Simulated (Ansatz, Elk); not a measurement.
## KLuFe3Co: X-ray structure factors from the self-consistent density

Structure refinements treat a crystal as free atoms side by side. For a made-up structure of KLuFe3Co (cell and positions from a PBEsol relaxation) the runs below show what the calculated density changes in F(hkl).

Calculated with Elk 11.2.3 (patched build); DFT, PBE, all-electron APW+lo, Dirac cores, scalar-relativistic bands, static density, ferromagnetic start.

The structure was built from a prototype and need not be the compound's stable phase.

**1. Set-up**

Symmetry: P-6m2, No. 187, hexagonal system. The conventional cell has a = 5.369 Å, b = 5.369 Å, c = 4.075 Å, α = 90.00°, β = 90.00°, γ = 120.00°. Nearest to Lu lie 3 Co at 3.10 Å and 3 K at 3.10 Å and 12 Fe at 3.38 Å. Nearest to Co lie 6 Fe at 2.42 Å and 3 Lu at 3.10 Å and 3 K at 3.10 Å. Fe has 4 Fe at 2.26 to 3.11 Å and 2 Co at 2.42 Å and 2 K at 2.71 Å and 4 Lu at 3.38 Å nearest. K has 6 Fe at 2.71 Å and 3 Lu at 3.10 Å and 3 Co at 3.10 Å nearest. Farther neighbours are not listed.

Structure file:

```cif
data_structure
_symmetry_space_group_name_H-M 'P-6m2'
_symmetry_Int_Tables_number 187
_cell_length_a 5.3689
_cell_length_b 5.3689
_cell_length_c 4.0754
_cell_angle_alpha 90.000
_cell_angle_beta 90.000
_cell_angle_gamma 120.000
_cell_volume 101.74
loop_
_atom_site_label
_atom_site_type_symbol
_atom_site_symmetry_multiplicity
_atom_site_Wyckoff_symbol
_atom_site_fract_x
_atom_site_fract_y
_atom_site_fract_z
_atom_site_occupancy
Lu1 Lu 1 e 0.66667 0.33333 0.00000 1
Co1 Co 1 c 0.33333 0.66667 0.00000 1
Fe1 Fe 3 k 0.19289 0.38579 0.50000 1
K1 K 1 a 0.00000 0.00000 0.00000 1
```

**2. Ground state and structure factors**

An all-electron density is needed, since X-rays see the cores too. Task 0 finds the density and task 195 Fourier-transforms it; tshift is off so that phases refer to the origin typed.

Contents of elk.in:

```
tasks
  0
  195
  196

xctype
  20

spinpol
  .true.

rgkmax
  7.0

gmaxvr
  14.0

lmaxo
  7

lmaxapw
  8

swidth
  0.002

tshift
  .false.

ramdisk
  .false.

hmaxvr
  5.5

maxscl
  120

epspot
  1e-06

reducebf
  0.8

sppath
  './'

avec
  10.14578862717 -0.00000000000 0.00000000000
  -5.07289431358 8.78651069255 0.00000000000
  0.00000000000 0.00000000000 7.70132431784

atoms
  4
  'Lu.in'
  1
  0.6666666667 0.3333333333 0.0000000000   0.000000 0.000000 0.000000
  'Co.in'
  1
  0.3333333333 0.6666666667 0.0000000000   0.000000 0.000000 -0.065000
  'Fe.in'
  3
  0.1928931374 0.3857862749 0.5000000000   0.000000 0.000000 -0.115000
  0.1928931374 0.8071068626 0.5000000000   0.000000 0.000000 -0.115000
  0.6142137251 0.8071068626 0.5000000000   0.000000 0.000000 -0.115000
  'K.in'
  1
  -0.0000000000 0.0000000000 0.0000000000   0.000000 0.000000 0.000000

ngridk
  4 4 5
```

Launch:

```sh
$ OMP_NUM_THREADS=4 elk
```

Numbers of over 12 decimals in the logs are rounded to 6 here.

Output:

```text
┌─────────────────────────┐
│ Elk code version 11.2.3 │
└─────────────────────────┘

All units are atomic (Hartree, Bohr, etc.)

┌─────────────────────────────────────────────────┐
│ Ground-state run starting from atomic densities │
└─────────────────────────────────────────────────┘

Lattice vectors :
   10.14578863      -0.000000000       0.000000000
  -5.072894314       8.786510693       0.000000000
   0.000000000       0.000000000       7.701324318

Reciprocal lattice vectors :
  0.6192899870      0.3575472407      -0.000000000
   0.000000000      0.7150944814      -0.000000000
  -0.000000000      -0.000000000      0.8158577730

Unit cell volume      :    686.5428757
Brillouin zone volume :   0.3613033100

Muffin-tin inner radius fraction :   0.1000000000E-01

Nuclei treated as point charges

Species : 1 (Lu)
 parameters loaded from : Lu.in
 name : lutetium
 nuclear charge    :   -71.00000000
 electronic charge :    71.00000000
 atomic mass :    318945.3298
 muffin-tin radius :    2.800000000
 number of radial points in muffin-tin :   1393
 inner part over the whole radius :   0.9962478555E-02
 number on inner part of muffin-tin    :    999
 approximate nuclear radius :   0.9954169502E-04
 number of mesh points to nuclear radius :    517
 atomic positions (lattice), magnetic fields (Cartesian) :
  1 :   0.66666667  0.33333333  0.00000000    0.00000000  0.00000000  0.00000000

Species : 2 (Co)
 parameters loaded from : Co.in
 name : cobalt
 nuclear charge    :   -27.00000000
 electronic charge :    27.00000000
 atomic mass :    107428.6517
 muffin-tin radius :    2.400000000
 number of radial points in muffin-tin :    993
 inner part over the whole radius :   0.9997676968E-02
 number on inner part of muffin-tin    :    701
 approximate nuclear radius :   0.7243775530E-04
 number of mesh points to nuclear radius :    333
 atomic positions (lattice), magnetic fields (Cartesian) :
  1 :   0.33333333  0.66666667  0.00000000    0.00000000  0.00000000 -0.06500000

Species : 3 (Fe)
 parameters loaded from : Fe.in
 name : iron
 nuclear charge    :   -26.00000000
 electronic charge :    26.00000000
 atomic mass :    101799.2075
 muffin-tin radius :    2.112314814
 number of radial points in muffin-tin :    993
 inner part over the whole radius :   0.9960419098E-02
 number on inner part of muffin-tin    :    698
 approximate nuclear radius :   0.7160107270E-04
 number of mesh points to nuclear radius :    334
 atomic positions (lattice), magnetic fields (Cartesian) :
  1 :   0.19289314  0.38578627  0.50000000    0.00000000  0.00000000 -0.11500000
  2 :   0.19289314  0.80710686  0.50000000    0.00000000  0.00000000 -0.11500000
  3 :   0.61421373  0.80710686  0.50000000    0.00000000  0.00000000 -0.11500000

Species : 4 (K)
 parameters loaded from : K.in
 name : potassium
 nuclear charge    :   -19.00000000
 electronic charge :    19.00000000
 atomic mass :    71271.84090
 muffin-tin radius :    2.400000000
 number of radial points in muffin-tin :    993
 inner part over the whole radius :   0.9891652203E-02
 number on inner part of muffin-tin    :    697
 approximate nuclear radius :   0.6514746337E-04
 number of mesh points to nuclear radius :    319
 atomic positions (lattice), magnetic fields (Cartesian) :
  1 :   0.00000000  0.00000000  0.00000000    0.00000000  0.00000000  0.00000000

Total number of atoms per unit cell :    6
Total muffin-tin volume :    326.2005578
 ratio of muffin-tin to unit cell volume :   0.4751350125

Spin treatment :
 spin-polarised
 global magnetic field (Cartesian) :    0.000000000       0.000000000       0.000000000
 collinear magnetisation in z-direction

Number of Bravais lattice symmetries :   24
Number of crystal symmetries         :   12
Crystal has no inversion symmetry
Complex Hermitian eigensolver will be used

k-point grid :      4     4     5
k-point offset :    0.000000000       0.000000000       0.000000000
k-point set is reduced with full crystal symmetry group
Total number of k-points :       15

[...]
┌──────────────────┐
│ Loop number : 28 │
└──────────────────┘

Energies :
 Fermi                       :     0.262375
 sum of occupied eigenvalues :     -12279.520472657
 electron kinetic            :      22145.561839513
 core electron kinetic       :      21062.969174457
 Coulomb                     :     -41977.134189043
 Coulomb potential           :     -33690.887846199
 nuclear-nuclear             :     -2132.8065058667
 electron-nuclear            :     -46051.408362260
 Hartree                     :      6207.0806790838
 Madelung                    :     -25131.690265943
 xc potential                :     -733.78166969584
 xc effective B-field        :    -0.412787
 external B-field            :      0.000000
 exchange                    :     -553.46309564352
 correlation                 :     -9.881984
 electron entropic           :    -0.21194865348316E-02
 total energy                :     -20394.919548285
 (external B-field energy excluded from total)

Density of states at Fermi energy :    164.3281828
 (states/Hartree/unit cell)

Estimated indirect band gap :   0.6752743209E-03
 from k-point 11 to k-point 15
Estimated direct band gap   :   0.3720348536E-02
 at k-point 3

Charges :
 core                        :    98.00000000
 valence                     :    97.00000000
 interstitial                :    8.617382853
 muffin-tins (core leakage)
  species : 1 (Lu)
[...]
species : 2 (Co)
[...]
species : 3 (Fe)
[...]
species : 4 (K)
[...]
total in muffin-tins        :    186.3826171
 total calculated charge     :    194.9992796
 total charge                :    195.0000000
 error                       :   0.7203576808E-03

Moments :
 interstitial                :  -0.1257093941
 muffin-tins
  species : 1 (Lu)
[...]
species : 2 (Co)
[...]
species : 3 (Fe)
[...]
species : 4 (K)
[...]
total in muffin-tins        :    8.205073212
 total moment                :    8.079363818

RMS change in Kohn-Sham potential (target) :   0.7219011969E-06 (  0.1000000000E-05)
Absolute change in total energy (target)   :   0.3986353113E-04 (  0.1000000000E-03)

Convergence targets achieved

┌──────────────────┐
│ Loop number : 29 │
└──────────────────┘

Energies :
 Fermi                       :     0.262375
 sum of occupied eigenvalues :     -12279.520478465
 electron kinetic            :      22145.561894078
 core electron kinetic       :      21062.969194670
 Coulomb                     :     -41977.134224759
 Coulomb potential           :     -33690.887829377
 nuclear-nuclear             :     -2132.8065058667
 electron-nuclear            :     -46051.408451314
 Hartree                     :      6207.0807324217
 Madelung                    :     -25131.690310071
 xc potential                :     -733.78175179556
 xc effective B-field        :    -0.412786
 external B-field            :      0.000000
 exchange                    :     -553.46309949411
 correlation                 :     -9.881984
 electron entropic           :    -0.21194770630239E-02
 total energy                :     -20394.919533288
 (external B-field energy excluded from total)

Density of states at Fermi energy :    164.3271437
 (states/Hartree/unit cell)

Estimated indirect band gap :   0.6753491710E-03
 from k-point 11 to k-point 15
Estimated direct band gap   :   0.3720403495E-02
 at k-point 3

Charges :
 core                        :    98.00000000
 valence                     :    97.00000000
 interstitial                :    8.617380363
 muffin-tins (core leakage)
  species : 1 (Lu)
[...]
species : 2 (Co)
[...]
species : 3 (Fe)
[...]
atom 2                    :    24.36889642     ( -0.2184841996E-06)
   atom 3                    :    24.36889642     ( -0.2184841996E-06)
  species : 4 (K)
   atom 1                    :    17.84582100     ( -0.1000095438E-06)
 total in muffin-tins        :    186.3826196
 total calculated charge     :    194.9992796
 total charge                :    195.0000000
 error                       :   0.7203583565E-03

Moments :
 interstitial                :  -0.1257090168
 muffin-tins
  species : 1 (Lu)
[...]
species : 2 (Co)
[...]
species : 3 (Fe)
[...]
atom 2                    :    2.378075466
   atom 3                    :    2.378075466
  species : 4 (K)
   atom 1                    :   0.2064904132E-01
 total in muffin-tins        :    8.205064617
 total moment                :    8.079355600

┌──────────────────────────────┐
│ Self-consistent loop stopped │
└──────────────────────────────┘

Warning : core states of species 2 leak from the muffin-tin :   0.4860330979E-03

Wrote STATE.OUT
```

It took 7.5 min on 4 threads of INTEL XEON PLATINUM 8581C at 2.10GHz (Emerald Rapids), shared host; peak memory 0.78 GiB; 27 min of CPU time.

SFACRHO.OUT:

```text

h k l indices transformed by vhmat matrix:
   1.000000000       0.000000000       0.000000000    
   0.000000000       1.000000000       0.000000000    
   0.000000000       0.000000000       1.000000000    

      h      k      l  multipl.   |H|            Re(F)            Im(F)           |F|

      0      0      0      1   0.0000000       195.00000      0.42989813E-16   195.00000    
      1      0      0      3  0.71509448      -30.252129      -7.1782848       31.092107    
      0      1      0      3  0.71509448      -30.252129       7.1782848       31.092107    
      0      0      1      2  0.81585777       36.279500      0.79320614E-14   36.279500    
     -1      0      1      6   1.0848889      -26.591231       60.606407       66.183307    
     -1      1      1      6   1.0848889      -26.591231      -60.606407       66.183307    
     -1      2      0      6   1.2385800       80.962853     -0.34281527E-07   80.962853    
     -2      0      0      3   1.4301890      -53.029318      -78.100955       94.402689    
      0     -2      0      3   1.4301890      -53.029318       78.100955       94.402689    
     -1      2     -1     12   1.4831400       106.13647     -0.15106114E-07   106.13647    
      0      0     -2      2   1.6317155       143.98769      0.13750188E-13   143.98769    
      0     -2     -1      6   1.6465310     -0.51701773      -9.7009384       9.7147060    
      2     -2      1      6   1.6465310     -0.51701760       9.7009383       9.7147059    
      0      1     -2      6   1.7815319      -26.033154       10.378360       28.025622    
      0     -1      2      6   1.7815319      -26.033154      -10.378360       28.025622    
      2     -3      0      6   1.8919622      0.28216569       28.488694       28.490091    
      3     -1      0      6   1.8919622      0.28216581      -28.488694       28.490091    
      2     -1      2     12   2.0485546       68.373100      0.30001027E-07   68.373100
```

Elk indexes on the primitive cell of elk.in and gives |H| = 4π sin θ/λ in inverse bohr. Below, one row stands for each form hkl of the conventional cell (m members, Friedel mates merged), F is for one primitive cell and the density is static (no thermal factor). Free-atom factors are Waasmaier and Kirfel's, and R is Σm||F|−|F'||/Σm|F|.

| hkl | m | sin θ/λ (Å⁻¹) | abs F, DFT | neutral atoms | diff. | abs of complex diff. |
| --- | --- | --- | --- | --- | --- | --- |
| 100 | 6 | 0.107 | 31.092 | 31.066 | +0.026 | 0.641 |
| 001 | 2 | 0.123 | 36.279 | 36.747 | -0.468 | 0.468 |
| 101 | 12 | 0.163 | 66.183 | 66.266 | -0.083 | 0.113 |
| 110 | 6 | 0.186 | 80.963 | 81.135 | -0.172 | 0.172 |
| 200 | 6 | 0.215 | 94.403 | 94.830 | -0.427 | 0.437 |
| 111 | 12 | 0.223 | 106.136 | 106.533 | -0.397 | 0.397 |
| 002 | 2 | 0.245 | 143.988 | 144.495 | -0.507 | 0.507 |
| 201 | 12 | 0.248 | 9.715 | 10.123 | -0.409 | 0.409 |
| 102 | 12 | 0.268 | 28.026 | 28.170 | -0.144 | 0.277 |
| 210 | 12 | 0.284 | 28.490 | 28.425 | +0.065 | 0.070 |
| 112 | 12 | 0.308 | 68.373 | 68.463 | -0.090 | 0.090 |
| 211 | 24 | 0.310 | 58.397 | 58.641 | -0.244 | 0.303 |
| 300 | 6 | 0.323 | 66.099 | 66.316 | -0.217 | 0.217 |
| 202 | 12 | 0.326 | 80.624 | 80.894 | -0.271 | 0.280 |
| 301 | 12 | 0.345 | 98.855 | 99.078 | -0.223 | 0.247 |
| 003 | 2 | 0.368 | 29.749 | 29.890 | -0.141 | 0.141 |
| 220 | 6 | 0.372 | 104.023 | 104.161 | -0.138 | 0.138 |
| 212 | 24 | 0.376 | 26.152 | 26.180 | -0.028 | 0.037 |

**3. The magnetisation density**

The same run holds the spin density, and task 196 transforms it. The order is that of the start, and no other was tried.

SFACMAG_1.OUT:

```text

h k l indices transformed by vhmat matrix:
   1.000000000       0.000000000       0.000000000    
   0.000000000       1.000000000       0.000000000    
   0.000000000       0.000000000       1.000000000    

      h      k      l  multipl.   |H|            Re(F)            Im(F)           |F|

      0      0      0      1   0.0000000       8.0793559     -0.11708663E-17   8.0793559    
      1      0      0      3  0.71509448     -0.34200863       3.7692425       3.7847271    
      0      1      0      3  0.71509448     -0.34200863      -3.7692425       3.7847271    
      0      0      1      2  0.81585777      -5.4265838      0.68490951E-15   5.4265838    
     -1      0      1      6   1.0848889     -0.52545414       1.3129465       1.4141890    
     -1      1      1      6   1.0848889     -0.52545414      -1.3129465       1.4141890    
     -1      2      0      6   1.2385800     -0.38022511     -0.15888076E-09  0.38022511    
     -2      0      0      3   1.4301890      -2.7849658      -2.9776780       4.0770824    
      0     -2      0      3   1.4301890      -2.7849658       2.9776780       4.0770824    
     -1      2     -1     12   1.4831400       2.2883999      0.13809905E-08   2.2883999    
      0      0     -2      2   1.6317155       5.1305476      0.10041545E-14   5.1305476    
      0     -2     -1      6   1.6465310       1.5364779      -4.1929287       4.4655812    
      2     -2      1      6   1.6465310       1.5364779       4.1929287       4.4655812    
      0      1     -2      6   1.7815319     -0.53715234      -2.3173309       2.3787717    
      0     -1      2      6   1.7815319     -0.53715234       2.3173309       2.3787717    
      2     -3      0      6   1.8919622       1.3799561     -0.92196585       1.6596084
```

The total moment is 8.08 μB a cell; sphere moments: Lu1 -0.23, Co2 +1.28, Fe3 +2.38, Fe4 +2.38, Fe5 +2.38, K6 +0.02 μB. Polarised neutrons measure spin and orbital magnetisation together; without spin-orbit coupling the run gives the spin part:

```csv
hkl,sin θ/λ (Å⁻¹),abs F_M (μB)
100,0.107,3.785
001,0.123,5.427
101,0.163,1.414
110,0.186,0.380
200,0.215,4.077
111,0.223,2.288
002,0.245,5.130
201,0.248,4.466
102,0.268,2.379
210,0.284,1.660
112,0.308,0.103
211,0.310,2.033
300,0.323,1.873
202,0.326,2.415
```

[end of part 1 of 2]

[Logs are printed without paths, hosts, clocks, repeated set-up lines and the standing remarks that a program may print on its own settings, such as how far it seeks lower states.]

[Hosts, paths, dates, database ids (printed as entryN), source tags and the programs' standing remarks are cut or masked in the printed files.]
